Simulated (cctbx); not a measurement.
## Symmetry from intensities

Cell: a = 6.2210 Å, b = 6.2210 Å, c = 7.9000 Å, α = 90.00°, β = 90.00°, γ = 120.00°. Expected content of the cell: Tl2 La1 As2 Na1 O8.

Simulated single-crystal data (cctbx): Cu Kα, λ = 1.54184 Å, to d = 0.8 Å, 95 % of the full sphere, strongest reflection 5000 counts, noise from counting, a 1.5 % proportional error and a noise floor of 15 counts (s.d.); no absorption.

Tests on the unmerged data give:

```text
2086 reflections to d = 0.804 A
centring   violations  <I/sigma> of those
    A        692 of  1033     11.7
    B        700 of  1038     11.8
    C        672 of  1061     11.2
    I        681 of  1028     11.8
    R       1025 of  1389     11.7
    F       1032 of  1566     11.6
Laue class    unique    Rint  (classes that these axes allow; Friedel mates merged)
P -1             1094   0.034
P 1 1 2/m         594   0.441
P -3              372   0.044
P -3 1 m          218   0.444
P -3 m 1          238   0.046
P 6/m             204   0.444
P 6/m m m         144   0.445
space group    extra absences  I>4sigma  <I/sigma>
P 3 2 1                 0          0         -  acentric
P 3 m 1                 0          0         -  acentric
P -3 m 1                0          0         -  centric
Wilson B = 0.67 A^2   <|E^2-1|> = 0.786 (0.968 centric, 0.736 acentric)   E^2>4: 1.3 %
shell (A)         n   <I/sigma>
 7.90 - 1.60     37     44.5
 1.60 - 1.28     31     38.5
 1.28 - 1.11     27     39.0
 1.11 - 1.01     28     27.6
 1.01 - 0.94     34     31.1
 0.94 - 0.89     22     31.9
 0.89 - 0.84     28     22.0
 0.84 - 0.80     31     24.3
```

Q: Read the symmetry from these tables.

Every centring test has many violations, so the lattice is primitive.

Rint stays low (0.034 to 0.046) up to P -3 m 1 and is 0.441 or more in the other classes.

3 settings pass the absence test. No glide or screw absences show, which leaves P 3 2 1, P 3 m 1 and P -3 m 1.

⟨|E²−1|⟩ = 0.786 leans to a non-centrosymmetric structure. Here that hint misleads: the statistic assumes many like atoms on general positions, and few, heavy or special-position atoms break it. The Wilson B of 0.67 Å² means U ≈ 0.0085 Å².

The true group is P-3m1 (no. 164), Laue class -3m, centrosymmetric. The tables only narrow the choice to the tied entries; cell content, site symmetry and trial solutions must settle it.

The model is made up (kin elements in a known structure type, no relaxation), so it says nothing on whether the phase exists.

[Logs are printed without paths, hosts, clocks, repeated set-up lines and the standing remarks that a program may print on its own settings, such as how far it seeks lower states.]
